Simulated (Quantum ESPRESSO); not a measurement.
Computed results, one entry a study.

```json
{"subject": "MnSe: energy against a fixed spin moment", "lattice_ang": [[3.8594, 0.0, 0.0], [-1.9297, 3.3423, 0.0], [0.0, 0.0, 5.9724]], "atoms": [["Mn", 0.0, 0.0, 0.0], ["Mn", 0.0, 0.0, 0.5], ["Se", 0.6667, 0.3333, 0.25], ["Se", 0.3333, 0.6667, 0.75]], "method": "PBEsol with U = 2.4 eV on Mn d (ortho-atomic projectors); plane waves with GBRV 1.5 PBE potentials, no spin-orbit coupling (and 1 further level or step)", "program": "Quantum ESPRESSO 7.5", "settings_of_one_run": "GBRV 1.5 PBE, potential files Se: se_pbe_v1.uspp.F.UPF, Mn: mn_pbe_v1.5.uspp.F.UPF, cutoff 544.23 eV, 6×6×6 k-mesh, 34 bands, fermi-dirac occupations, smearing width 0.1 eV, collinear spin, SCF threshold 8.00e-9, diagonalization paro, input dft PBEsol, Hubbard form dudarev, Hubbard projectors ortho-atomic, starting moments 4.5 4.5 0 0 μB", "cost": "9 runs, 29 min in all on 2 MPI ranks of Arm Neoverse V1, shared host (the runs of this entry)", "notes": "The run is spin-polarised, with a total moment of 9.81 μB a cell (absolute 9.81). Known weakness: potentials made for another functional. All runs start parallel; opposed orders may lie lower.", "results": {"moment_of_the_free_run": "9.81 μB a cell", "energy_at_zero_total_moment": "5907 meV a cell over the lowest", "delta_e_delta_m2_from_the_lowest_point_to_11p03_and_to_8p83_mu_b": "1417 and 263 meV/μB²"}}
```

[Logs and program files are shortened in this print: banners, set-up blocks, solver, clock and traceback lines can be left out without a mark of their own.]

[Logs are printed without paths, hosts, clocks, repeated set-up lines and the standing remarks that a program may print on its own settings, such as how far it seeks lower states.]

[Hosts, paths, dates, database ids (printed as entryN), source tags and the programs' standing remarks are cut or masked in the printed files.]

[Where a cell is said to come from a database of computed structures, the database is the Materials Project.]
